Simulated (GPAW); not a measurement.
# Ballistic transport through a Ti chain with a Ge atom bridging one bond, cheap and dear

How well does a Ti chain with a Ge atom bridging one bond conduct at low bias, and how far do basis and functional move the answer?

Main program and level: GPAW 26.7.0; GPAW LCAO, PAW setups; Landauer transmission from Green's functions with principal layers (ASE), zero bias.

Report form: the programs' logs are mostly left out.

### Step 1. The structure

The cell holds 15 atoms: 14 Ti and 1 Ge. Its edges and angles: a = 9.000 Å, b = 9.000 Å, c = 32.400 Å, α = 90.0°, β = 90.0°, γ = 90.0°. Regions: left lead, 7 atoms (7 Ti); channel, 1 atom (1 Ge); right lead, 7 atoms (7 Ti). Vacuum lies along a and b. The structure is stacked along c, and the current runs across the ab planes.

### Step 2. GPAW, dzp

The script solves lead and junction separately, takes H and S in the orbital basis, and joins semi-infinite leads through their self-energies; the dzp basis is the working standard.

File run.py:

```python
import json
import numpy as np
from ase import Atoms
from ase.transport.calculators import TransportCalculator
from gpaw import GPAW, FermiDirac
from gpaw.lcao.tools import get_lcao_hamiltonian
from scipy.linalg import eigh

# The junction with lead layers at both ends, along the third cell vector
device = Atoms(
    ['Ti', 'Ti', 'Ti', 'Ti', 'Ti', 'Ti', 'Ti', 'Ge', 'Ti', 'Ti', 'Ti', 'Ti', 'Ti', 'Ti', 'Ti'],
    positions=[
        [4.50000, 4.50000, 1.15000],
        [4.50000, 4.50000, 3.45000],
        [4.50000, 4.50000, 5.75000],
        [4.50000, 4.50000, 8.05000],
        [4.50000, 4.50000, 10.35000],
        [4.50000, 4.50000, 12.65000],
        [4.50000, 4.50000, 14.95000],
        [6.41003, 4.50000, 16.20000],
        [4.50000, 4.50000, 17.45000],
        [4.50000, 4.50000, 19.75000],
        [4.50000, 4.50000, 22.05000],
        [4.50000, 4.50000, 24.35000],
        [4.50000, 4.50000, 26.65000],
        [4.50000, 4.50000, 28.95000],
        [4.50000, 4.50000, 31.25000]],
    cell=[[9.0, 0.0, 0.0], [0.0, 9.0, 0.0], [0.0, 0.0, 32.4]],
    pbc=True)

# One principal layer of the lead: the first 5 atoms of the device
lead = Atoms(
    ['Ti', 'Ti', 'Ti', 'Ti', 'Ti'],
    positions=[
        [4.50000, 4.50000, 1.15000],
        [4.50000, 4.50000, 3.45000],
        [4.50000, 4.50000, 5.75000],
        [4.50000, 4.50000, 8.05000],
        [4.50000, 4.50000, 10.35000]],
    cell=[[9.0, 0.0, 0.0], [0.0, 9.0, 0.0], [0.0, 0.0, 11.5]],
    pbc=True)

settings = dict(mode='lcao', basis='dzp', xc='PBE', h=0.2,
                occupations=FermiDirac(0.1), maxiter=250,
                mixer=dict(beta=0.1, nmaxold=8, weight=100.0),
                convergence=dict(density=0.0001))
energies = np.arange(-3, 3 + 1e-9, 0.075)
eta = 0.0001
n1, n2 = 1, 1
# k and -k transmit alike, so half of the mesh across the current serves
mesh = [(i, j) for i in range(n1) for j in range(n2) if (i, j) <= (-i % n1, -j % n2)]
weights = np.array([1 if (i, j) == (-i % n1, -j % n2) else 2 for i, j in mesh]) / (n1 * n2)

# [... helper functions left out ...]
fermi_lead = ground_state(lead, (1, 1, 10), 'lead.txt')
fermi_device = ground_state(device, (1, 1, 3), 'device.txt')
# [... loop over the mesh left out, but for ...]
        # Shift the lead onto the potential of the device's first layer
        shift = ((H[:, 0, 0] - H0[:, 0, 0]) / S0[0, 0]).real.mean()
# [...]
kT = 8.617333e-5 * 500
bias = [0.1, 0.2, 0.5, 1.0, 1.5, 2.0]
# [... integrals and printing left out ...]
```

Run with:

```
> OMP_NUM_THREADS=1 OPENBLAS_NUM_THREADS=1 python run.py
```

It took 7 min on 1 thread of AMD EPYC 7R43, shared host; peak memory 1.3 GiB.

This step gave:

- conductance: 3.109 G₀
- largest coupling past the next principal layer: 1.94e-7 eV
- largest misfit of the first principal layer: 0.07085 eV
- shift that aligns the lead: -0.004381 eV
- basis functions of the junction: 419
- basis functions of a principal layer: 145
- transmission at the Fermi level (one spin): 3.026

One spin. The transmission, zone mean by energy, zero at the Fermi level:

| energy (eV) | transmission, zone mean |
| --- | --- |
| -3.0000 | 1.3e-5 |
| -2.7750 | 1.4e-5 |
| -2.4750 | 0.221 |
| -2.2500 | 0.445 |
| -2.0250 | 0.610 |
| -1.7250 | 0.750 |
| -1.5000 | 0.880 |
| -1.2750 | 1.78 |
| -0.9750 | 2.18 |
| -0.7500 | 2.32 |
| -0.5250 | 2.25 |
| -0.2250 | 2.64 |
| 0.0000 | 3.03 |
| 0.2250 | 3.76 |
| 0.5250 | 3.99 |
| 0.6000 | 4.02 |
| 0.7500 | 3.97 |
| 0.9750 | 2.30 |
| 1.1250 | 2.80 |
| 1.2750 | 2.61 |
| 1.5000 | 2.59 |
| 1.7250 | 1.64 |
| 2.0250 | 1.21 |
| 2.2500 | 1.03 |
| 2.4750 | 0.987 |
| 2.7750 | 0.999 |
| 3.0000 | 0.959 |

Not self-consistent under bias; the bias window is split evenly. The current through one cell, from the zero-bias transmission by bias:

| bias (V) | current through one cell, from the zero-bias transmission (μA) |
| --- | --- |
| 0.100 | 24.1 |
| 0.200 | 48.4 |
| 0.500 | 122 |
| 1.000 | 245 |
| 1.500 | 363 |
| 2.000 | 455 |

Transmission of the three most open eigenchannels against energy, zero at the Fermi level:

| energy (eV) | channel 1 | channel 2 | channel 3 |
| --- | --- | --- | --- |
| -3.00 | 1.3e-5 | 5.8e-12 | 5.4e-12 |
| -2.77 | 1.4e-5 | 1.9e-11 | 5.7e-12 |
| -2.55 | 0.131 | 1.3e-5 | 5.5e-12 |
| -2.40 | 0.303 | 1.3e-5 | 5.4e-12 |
| -2.17 | 0.504 | 1.3e-5 | 5.2e-12 |
| -1.95 | 0.653 | 1.3e-5 | 4.8e-12 |
| -1.73 | 0.750 | 1.3e-5 | 4.2e-12 |
| -1.57 | 0.813 | 1.3e-5 | 2.9e-12 |
| -1.35 | 0.974 | 0.208 | 0.165 |
| -1.12 | 0.806 | 0.767 | 0.0612 |
| -0.90 | 0.805 | 0.609 | 0.482 |
| -0.75 | 0.790 | 0.726 | 0.616 |
| -0.53 | 0.786 | 0.730 | 0.728 |
| -0.30 | 0.812 | 0.795 | 0.693 |
| -0.07 | 0.857 | 0.809 | 0.709 |
| 0.00 | 0.864 | 0.813 | 0.742 |
| 0.07 | 0.866 | 0.859 | 0.809 |
| 0.30 | 0.894 | 0.856 | 0.819 |
| 0.53 | 0.930 | 0.903 | 0.801 |
| 0.75 | 0.971 | 0.936 | 0.850 |
| 0.90 | 0.974 | 0.901 | 0.0900 |
| 1.12 | 0.987 | 0.928 | 0.884 |
| 1.35 | 0.967 | 0.945 | 0.783 |
| 1.57 | 0.973 | 0.845 | 1.2e-5 |
| 1.73 | 0.989 | 0.647 | 1.2e-5 |
| 1.95 | 0.991 | 0.310 | 1.1e-5 |
| 2.17 | 0.990 | 0.0839 | 1.1e-5 |
| 2.40 | 0.987 | 0.00274 | 1.1e-5 |
| 2.55 | 0.986 | 0.00516 | 9.6e-6 |
| 2.77 | 0.981 | 0.0178 | 9.0e-6 |
| 3.00 | 0.959 | 8.4e-6 | 3.0e-10 |

Couplings past the next layer reach 1.9e-7 eV, small enough to drop; the matrix elements of the cell's first layer differ from the bulk lead's by up to 0.071 eV. That layer keeps its own values in the calculation, and only beyond it is the lead taken as perfect. The Fermi levels of lead and junction count from different zeros of potential, one for each periodic cell; with both set to zero, the small remaining shift is what aligns them. By hand: G = 3.109 × 77.48 μS = 241 μS, a resistance of 4.15 kΩ; at 0.1 V a linear junction would pass 24.1 μA, and the integral over the bias window gives 24.1 μA.

### Step 3. GPAW, szp: basis = "szp(dzp)"

The second zeta is dropped, the polarisation orbitals stay.

Changes to run.py since step 2:

```diff
@@ -42,3 +42,3 @@
 
-settings = dict(mode='lcao', basis='dzp', xc='PBE', h=0.2,
+settings = dict(mode='lcao', basis='szp(dzp)', xc='PBE', h=0.2,
                 occupations=FermiDirac(0.1), maxiter=250,
```

It took 4.7 min on 1 thread; peak memory 1.2 GiB.

This step gave:

```
conductance                                    : 2.976 G₀
largest coupling past the next principal layer : 2.02e-7 eV
largest misfit of the first principal layer    : 0.08909 eV
shift that aligns the lead                     : -0.004397 eV
basis functions of the junction                : 233
basis functions of a principal layer           : 80
transmission at the Fermi level (one spin)     : 2.947
```

One spin. Transmission, zone mean against energy, zero at the Fermi level:

energy (eV), transmission, zone mean and a bar:
```
    -3.00       0.00 
    -2.85       0.00 
    -2.70       0.06 
    -2.55       0.17 #
    -2.33       0.33 ###
    -2.17       0.44 ###
    -2.02       0.54 ####
    -1.88       0.61 #####
    -1.73       0.67 #####
    -1.57       0.73 ######
    -1.43       0.97 #######
    -1.35       0.02 
    -1.20       1.68 #############
    -1.05       2.62 ####################
    -0.97       2.93 ######################
    -0.90       2.34 ##################
    -0.75       2.29 #################
    -0.60       2.19 ################
    -0.38       2.35 ##################
    -0.23       2.60 ###################
    -0.07       2.84 #####################
     0.00       2.95 ######################
     0.07       3.08 #######################
     0.23       3.60 ###########################
     0.38       3.81 #############################
     0.60       4.00 ##############################
     0.75       1.95 ###############
     0.90       2.33 #################
     1.05       2.83 #####################
     1.20       2.50 ###################
     1.35       2.52 ###################
     1.57       1.79 #############
     1.73       1.62 ############
     1.88       1.40 ##########
     2.02       1.21 #########
     2.17       1.07 ########
     2.33       1.01 ########
     2.55       1.00 #######
     2.70       1.01 ########
     2.85       0.99 #######
     3.00       0.97 #######
```

Not self-consistent under bias; the bias window is split evenly. Current through one cell, from the zero-bias transmission against bias:

| bias (V) | current through one cell, from the zero-bias transmission (μA) |
| --- | --- |
| 0.100 | 23.1 |
| 0.200 | 46.4 |
| 0.500 | 118 |
| 1.000 | 237 |
| 1.500 | 343 |
| 2.000 | 435 |

Table of transmission of the three most open eigenchannels by energy, zero at the Fermi level:

| energy (eV) | channel 1 | channel 2 | channel 3 |
| --- | --- | --- | --- |
| -3.0000 | 1.1e-5 | 0 | 0 |
| -2.7750 | 0.0144 | 1.1e-5 | 0 |
| -2.4750 | 0.225 | 1.1e-5 | 0 |
| -2.2500 | 0.388 | 1.1e-5 | 0 |
| -2.0250 | 0.536 | 1.2e-5 | 0 |
| -1.7250 | 0.669 | 1.2e-5 | 0 |
| -1.5000 | 0.804 | 1.3e-5 | 0 |
| -1.2750 | 0.804 | 0.582 | 0.169 |
| -0.9750 | 0.994 | 0.747 | 0.509 |
| -0.7500 | 0.766 | 0.708 | 0.642 |
| -0.5250 | 0.785 | 0.738 | 0.680 |
| -0.2250 | 0.838 | 0.791 | 0.660 |
| 0.0000 | 0.872 | 0.813 | 0.700 |
| 0.2250 | 0.890 | 0.831 | 0.771 |
| 0.5250 | 0.935 | 0.861 | 0.787 |
| 0.7500 | 0.977 | 0.896 | 0.0687 |
| 0.9750 | 0.954 | 0.944 | 0.673 |
| 1.2750 | 0.972 | 0.917 | 0.432 |
| 1.5000 | 0.949 | 0.866 | 1.4e-5 |
| 1.7250 | 0.990 | 0.625 | 1.4e-5 |
| 2.0250 | 0.994 | 0.214 | 1.4e-5 |
| 2.2500 | 0.994 | 0.0394 | 1.3e-5 |
| 2.4750 | 0.993 | 4.9e-4 | 1.2e-5 |
| 2.7750 | 0.993 | 1.3e-5 | 3.6e-8 |
| 3.0000 | 0.972 | 1.2e-5 | 6.2e-10 |

The conductance, 2.98 G₀, lies 4.3 % below that of the dzp run.

### Step 4. GPAW, sz: basis = "sz(dzp)"

The minimal basis is the cheapest rung: no second zeta and no polarisation.

Changes to run.py since step 3:

```diff
@@ -42,3 +42,3 @@
 
-settings = dict(mode='lcao', basis='szp(dzp)', xc='PBE', h=0.2,
+settings = dict(mode='lcao', basis='sz(dzp)', xc='PBE', h=0.2,
                 occupations=FermiDirac(0.1), maxiter=250,
```

The job ended after 3.4 min (1 thread; peak memory 1.1 GiB).

This step gave:

| Quantity | Value |
| --- | --- |
| conductance | 2.961 G₀ |
| largest coupling past the next principal layer | 2.15e-7 eV |
| largest misfit of the first principal layer | 0.1137 eV |
| shift that aligns the lead | -0.006514 eV |
| basis functions of the junction | 186 |
| basis functions of a principal layer | 65 |
| transmission at the Fermi level (one spin) | 2.944 |

The conductance, 2.96 G₀, lies 4.8 % below that of the dzp run.

### Step 5. LDA in the dzp basis: xc = "LDA"

Back in the dzp basis, the functional changes from PBE to LDA, to set the spread between functionals beside that between bases.

Changes to run.py since step 4:

```diff
@@ -42,3 +42,3 @@
 
-settings = dict(mode='lcao', basis='sz(dzp)', xc='PBE', h=0.2,
+settings = dict(mode='lcao', basis='dzp', xc='LDA', h=0.2,
                 occupations=FermiDirac(0.1), maxiter=250,
```

Run time: 6.4 min. Hardware: 1 thread; peak memory 1.3 GiB.

Numbers from this step:

```
conductance                                    : 3.215 G₀
largest coupling past the next principal layer : 2.50e-7 eV
largest misfit of the first principal layer    : 0.07248 eV
shift that aligns the lead                     : -0.003433 eV
basis functions of the junction                : 419
basis functions of a principal layer           : 145
transmission at the Fermi level (one spin)     : 3.107
```

One spin. Transmission, zone mean against energy, zero at the Fermi level:

energy (eV), transmission, zone mean and a bar:
```
    -3.00       0.00 
    -2.77       0.00 
    -2.55       0.15 #
    -2.40       0.33 ##
    -2.17       0.54 ####
    -1.95       0.69 #####
    -1.73       0.77 ######
    -1.57       0.83 ######
    -1.43       0.99 #######
    -1.35       0.12 #
    -1.12       1.63 ############
    -0.90       2.45 ##################
    -0.75       2.39 ##################
    -0.53       2.28 #################
    -0.30       2.55 ###################
    -0.07       2.97 ######################
     0.00       3.11 #######################
     0.07       3.60 ###########################
     0.30       3.99 #############################
     0.53       4.07 ##############################
     0.75       3.98 #############################
     0.90       2.73 ####################
     1.12       2.85 #####################
     1.35       2.64 ###################
     1.57       1.78 #############
     1.73       1.57 ############
     1.95       1.25 #########
     2.17       1.06 ########
     2.40       0.99 #######
     2.55       0.99 #######
     2.77       0.98 #######
     3.00       0.95 #######
```

The conductance, 3.22 G₀, lies 3.4 % above that of the dzp run.

### Step 6. Cost and result by level

Times are for 1 thread of AMD EPYC 7R43, shared host. Results by setting:

| no. | run | conductance (G₀) | time | memory (GiB) |
| --- | --- | --- | --- | --- |
| 1 | dzp | 3.109 | 7 min | 1.3 |
| 2 | szp | 2.976 | 4.7 min | 1.2 |
| 3 | sz | 2.961 | 3.4 min | 1.1 |
| 4 | dzp LDA | 3.215 | 6.4 min | 1.3 |

### Step 7. Comparison

The curves are compared point by point over the common energies.

This step: comparison of transmission and cost over codes and levels (GPAW 26.7.0).

Ladder, by row:

| step | code | T at the Fermi level (sum over the listed spins) | conductance (G0) | r.m.s. T(E) from the first | wall time (s) | peak memory (GiB) | threads |
| --- | --- | --- | --- | --- | --- | --- | --- |
| dzp | GPAW | 3.026 | 3.109 | 0 | 420.3 | 1.3 | 1 |
| szp | GPAW | 2.947 | 2.976 | 0.365 | 280.1 | 1.21 | 1 |
| sz | GPAW | 2.944 | 2.961 | 0.4971 | 205.9 | 1.15 | 1 |
| dzp-LDA | GPAW | 3.107 | 3.215 | 0.3001 | 384.5 | 1.31 | 1 |

The transmission, zone mean, sum over the listed spins by energy, zero at the Fermi level:

| energy (eV) | dzp | szp | sz | dzp-LDA |
| --- | --- | --- | --- | --- |
| -3.0000 | 1.3e-5 | 1.1e-5 | 4.1e-10 | 2.2e-5 |
| -2.7750 | 1.4e-5 | 0.0144 | 0.0728 | 2.4e-5 |
| -2.4750 | 0.221 | 0.225 | 0.249 | 0.246 |
| -2.2500 | 0.445 | 0.389 | 0.385 | 0.481 |
| -2.0250 | 0.610 | 0.536 | 0.504 | 0.644 |
| -1.7250 | 0.750 | 0.669 | 0.592 | 0.775 |
| -1.5000 | 0.880 | 0.804 | 0.674 | 0.886 |
| -1.4250 | 0.995 | 0.972 | 0.901 | 0.989 |
| -1.2750 | 1.78 | 1.56 | 1.14 | 1.59 |
| -0.9750 | 2.18 | 2.93 | 1.23 | 2.40 |
| -0.7500 | 2.32 | 2.29 | 2.17 | 2.39 |
| -0.5250 | 2.25 | 2.20 | 2.16 | 2.28 |
| -0.2250 | 2.64 | 2.60 | 2.59 | 2.69 |
| 0.0000 | 3.03 | 2.95 | 2.94 | 3.11 |
| 0.2250 | 3.76 | 3.60 | 3.53 | 3.91 |
| 0.4500 | 3.95 | 3.85 | 3.79 | 4.05 |
| 0.5250 | 3.99 | 3.93 | 1.96 | 4.07 |
| 0.6000 | 4.02 | 4.00 | 2.52 | 4.07 |
| 0.7500 | 3.97 | 1.95 | 2.07 | 3.98 |
| 0.9750 | 2.30 | 2.61 | 2.71 | 2.21 |
| 1.0500 | 2.64 | 2.83 | 2.80 | 2.63 |
| 1.1250 | 2.80 | 2.81 | 2.65 | 2.85 |
| 1.2750 | 2.61 | 2.46 | 2.58 | 2.50 |
| 1.5000 | 2.59 | 1.82 | 2.22 | 1.83 |
| 1.7250 | 1.64 | 1.62 | 1.66 | 1.57 |
| 2.0250 | 1.21 | 1.21 | 1.23 | 1.17 |
| 2.2500 | 1.03 | 1.03 | 1.04 | 1.02 |
| 2.4750 | 0.987 | 0.993 | 0.997 | 0.989 |
| 2.7750 | 0.999 | 0.993 | 0.998 | 0.981 |
| 3.0000 | 0.959 | 0.972 | 0.986 | 0.953 |

### Step 8. Basis szp(dzp), density threshold 0.001, k-points along the lead 2

A smaller basis is cheaper in every inversion. The Hamiltonian is taken from the last density. The density threshold is one of the tests that end the cycle; the energy must settle too, so a loose value may not be the test that decides. The lead's own mesh along the current sets its density and potential; where the lead is aligned to the junction's end layer, a rigid shift drops out.

This step: GPAW LCAO, PAW setups; Landauer transmission from Green's functions with principal layers (ASE), zero bias (GPAW 26.7.0).

Changes to run.py since step 5:

```diff
@@ -42,6 +42,6 @@
 
-settings = dict(mode='lcao', basis='dzp', xc='LDA', h=0.2,
+settings = dict(mode='lcao', basis='szp(dzp)', xc='PBE', h=0.2,
                 occupations=FermiDirac(0.1), maxiter=250,
                 mixer=dict(beta=0.1, nmaxold=8, weight=100.0),
-                convergence=dict(density=0.0001))
+                convergence=dict(density=0.001))
 energies = np.arange(-3, 3 + 1e-9, 0.075)
@@ -54,3 +54,3 @@
 # [... helper functions left out ...]
-fermi_lead = ground_state(lead, (1, 1, 10), 'lead.txt')
+fermi_lead = ground_state(lead, (1, 1, 2), 'lead.txt')
 fermi_device = ground_state(device, (1, 1, 3), 'device.txt')
```

Elapsed: 3 min, on 1 thread; peak memory 1.2 GiB.

The run finished with changed settings (basis = "szp(dzp)", conv = 0.001 and lead_nz = 2); it serves as a test.

The two runs compared:

| quantity | this run | sound run | difference |
| --- | --- | --- | --- |
| conductance (G₀) | 2.9832 | 3.1088 | -0.126 |
| largest coupling past the next principal layer (eV) | 2.018e-7 | 1.944e-7 | 7.4e-9 |
| largest misfit of the first principal layer (eV) | 0.19435 | 0.070849 | 0.123 |
| shift that aligns the lead (eV) | 0.0055387 | -0.0043815 | 0.00992 |
| basis functions of the junction | 233 | 419 | -186 |
| basis functions of a principal layer | 80 | 145 | -65 |
| transmission at the Fermi level (one spin) | 2.9472 | 3.0256 | -0.0785 |

The two runs differ clearly in the largest misfit of the first principal layer: 0.194 eV against 0.0708 eV.

### Step 9. Outcome

```json
{
 "conductance": "3.11 G₀",
 "transmission at the Fermi level, mean of the spins": "3.03"
}
```

**Reading.** In the dzp basis the junction conducts 3.11 G₀ at 500 K, with T = 3.03 a spin at the Fermi level; the sz basis reaches that conductance within 10 %. At the Fermi level the three most open eigenchannels pass 0.86, 0.81 and 0.74. Measured against the first run (dzp), the nearest curve is that of dzp-LDA (r.m.s. 0.30) and the farthest that of sz (0.50). Over the compared runs wall time goes from 206 s (sz) to 420 s (dzp), on a shared host. The geometry was built from estimated bond lengths and not relaxed, so the numbers describe this model structure. The run had no spin polarisation, so a magnetic state, which chains and small molecules with open shells often have, wasn't tested. An evenly spaced straight chain is an idealisation: free chains tend to dimerise, zigzag or, where a band edge lies near the Fermi level, turn magnetic. The currents use the zero-bias T(E) throughout, which holds only while the bias is small against the distance to the nearest feature. The thermopower isn't quoted: it samples T(E) farther from the Fermi level than the conductance does, and the energy grid wasn't tested for it.

[Logs are printed without paths, hosts, clocks, repeated set-up lines and the standing remarks that a program may print on its own settings, such as how far it seeks lower states.]

[Hosts, paths, dates, database ids (printed as entryN), source tags and the programs' standing remarks are cut or masked in the printed files.]
